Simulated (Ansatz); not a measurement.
An input for Ansatz 0.2.0 (TiO2 (Anatase)):

```yaml
crystal:
  lattice:
    - [-1.8921, 1.8921, 4.7573]
    - [1.8921, -1.8921, 4.7573]
    - [1.8921, 1.8921, -4.7573]
  atoms:
    - { symbol: Ti, position: [0.0, 0.0, 0.0] }
    - { symbol: Ti, position: [0.75, 0.25, 0.5] }
    - { symbol: O, position: [0.2081, 0.2081, 0.0] }
    - { symbol: O, position: [0.9581, 0.4581, 0.5] }
    - { symbol: O, position: [0.5419, 0.0419, 0.5] }
    - { symbol: O, position: [0.7919, 0.7919, 0.0] }
kpoints:
  mp_grid: { grid: [10, 10, 10] }
hamiltonian:
  xc: pbe
scf:
  occupations: { method: fixed }
  n_extra_bands: 25
output:
  optics: { e_range: [0, 15], de: 0.05, sigma: 0.15, scissors: 1.481 }
```

```sh
ansatz run input.yaml --threads 2 --pin off --max-ram 92160MiB --backend cuda --events-out ev --progress --plain --runs-dir out --devices 1 --max-vram 13GiB  # rebuilt from the run's record
```

Estimate wall time and host memory on 1 × NVIDIA H100 80GB HBM3 (shared by 6 runs) with 2 threads of AMD EPYC 7R13 (Zen 3), shared host.

It took 40 s; on shared hardware allow 20 s to 80 s. Peak host memory was 2.2 GiB.

[Paths, hosts, dates, memory and timing lines, banners, echoed tables and standing remarks are left out of the program output.]

[Logs are printed without paths, hosts, clocks, repeated set-up lines and the standing remarks that a program may print on its own settings, such as how far it seeks lower states.]

[Runs of the session that timed out or met a known fault of the program may be left out.]

[Cells called generated may have been cut or substituted from an entry of the Crystallography Open Database or the Materials Project.]

[Hosts, paths, dates, database ids (printed as entryN), source tags and the programs' standing remarks are cut or masked in the printed files.]
